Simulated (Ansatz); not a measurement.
# TiTe2 (P-3m1): the Drude term of Re ε in the infrared

Re ε of TiTe2 (P-3m1) along x at low photon energies is read from one computed spectrum; the carriers' damping was typed as γ = 0.05 eV. x, y and z are the Cartesian axes of the input cell.

Cell: a, b, c = 3.777, 3.777, 6.498 Å (primitive vectors), 3 atoms.

Method: Ansatz 0.2.0, PBEsol, independent particles, k-mesh 9×9×5 with interpolation inside its cells, Gaussian parameter 0.1 eV.

Launch of the response step: `ansatz run input.yaml --threads 4 --pin off --max-ram 8192MiB --backend cpu --events-out ev --progress --plain --runs-dir out`. The run took 4.3 min, on 4 threads of Intel(R) Xeon(R) Processor @ 2.70GHz, with other jobs on the host.

```tsv
photon energy E (eV)	wavelength (µm)	Re ε
0.25	4.96	-152.3
0.30	4.13	-98.5
0.35	3.54	-61.3
0.40	3.10	-33.6
0.50	2.48	1.2
0.60	2.07	8.9
0.70	1.77	?
```

A Drude term over a constant background gives Re ε = ε_b − ωp²/(E² + γ²), linear in 1/(E² + γ²).

Working, on the rows shown:

| x = 1/(E² + γ²) (eV⁻²) | y = Re ε |
| --- | --- |
| 15.3846 | -152.3 |
| 10.8108 | -98.5 |
| 8 | -61.3 |
| 6.15385 | -33.6 |
| 3.9604 | 1.2 |
| 2.75862 | 8.9 |

Means: x̄ = 7.8447, ȳ = -55.933. Σ(x − x̄)(y − ȳ) = -1443, Σ(x − x̄)² = 109.5. Slope = -1443 / 109.5 = -13.18; intercept = ȳ − slope · x̄ = 47.466. The line misses the rows shown by at most 5.9.

Q: What does the fit predict for the withheld row, and how well does it do?

A: At x = 2.0305 the line gives y = 20.703. The run gave 2.7, so the extrapolation is off by 18, 11 % of the range in the table. Beyond its data the fit drifts from the curve.

Refitted with all rows, the slope is -12.53 and the intercept 40.349. These give ωp = √(−slope) = 3.54 eV, against 3.49 eV from the program's Fermi-surface sum, and an intercept of 40.3. Taking the program's Drude term off the rows leaves 35 at the lowest energy and 27 at the highest, so the background isn't constant: interband transitions lie in or near the window, and neither fitted number can be trusted. The values come from a sum over the points of one k-mesh and carry its error, which is largest for Fermi-surface quantities. Spin-orbit coupling is left out.

[Logs are printed without paths, hosts, clocks, repeated set-up lines and the standing remarks that a program may print on its own settings, such as how far it seeks lower states.]
